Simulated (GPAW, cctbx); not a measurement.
## By hand: from a DFT structure factor to an extinction distance in PC2N

PC2N, P-3m1 (no. 164), a = 2.8067 Å, b = 2.8067 Å, c = 4.6589 Å, α = 90.00°, β = 90.00°, γ = 120.00°.

| atom | mult. | x | y | z |
| --- | --- | --- | --- | --- |
| P1 | 1 | 0 | 0 | 0 |
| N1 | 1 | 0 | 0 | 1/2 |
| C1 | 2 | 2/3 | 1/3 | 0.7712 |

The start was made by putting kin elements into a known structure type; the compound need not exist, or be stable, in this form.

A DFT run (GPAW, PBE, 550 eV, 8×8×4 k-points (along the axes of the calculation cell), Fermi–Dirac width 0.05 eV) gives the static X-ray structure factor of 101 as 0.619 e for the conventional cell; superposed free atoms give 0.226 e. **Problem.** Find the Fourier component V of the crystal potential and the two-beam extinction distance at 300 kV in both cases.

### 1. Geometry

The cell volume is Ω = 31.78 Å³ and d(101) = 2.1550 Å, so g = 1/d = 0.4640 Å⁻¹.

### 2. The nuclei

Electrons feel nuclei as well as electrons, so the nuclear charges are summed with the same phases.

Phase sums Σ exp(2πi h·x), turned so that the total is real and positive: P -1.000, N +1.000, C +1.850. Then F_Z = 15 × (-1.000) + 7 × (+1.000) + 6 × (+1.850) = 3.10 e. The electron term has the same sign for this reflection.

### 3. Mott–Bethe

Poisson's equation, term by term, gives V = (e/4πε₀)(F_Z − F)/(πΩg²), with e/4πε₀ = 14.3996 V Å.

The prefactor is 14.3996 × 2.1550²/(π × 31.78) = 0.66972 V per electron. Free atoms: (3.10 − 0.226) × 0.66972 = 1.924 V. Crystal: (3.10 − 0.619) × 0.66972 = 1.660 V. F changes by +173.89 % and V by -13.7 %: the same 0.39 e is measured against F_Z − F = 2.9 e in place of F = 0.2 e.

### 4. Extinction distance

In the two-beam case ξ = 1/(λU) with U = 2γm₀eV/h², that is ξ = 150.41 V Å²/(γλV).

At 300 kV, λ = 0.01969 Å and γ = 1.5871. Free atoms: ξ = 2502 Å. Crystal: ξ = 2899 Å. The thickness fringes go as sin²(πt/ξ), so the two patterns slip by a quarter of a period when t|1/ξ₁ − 1/ξ₀| = 1/4, at t ≈ 457 nm. Thermal motion, absorption and many-beam coupling, left out here, change a real pattern.

### 5. Answer

V(101) is 1.66 V against 1.92 V, and ξ is 2899 against 2502 Å. Limits: static atoms, two beams.
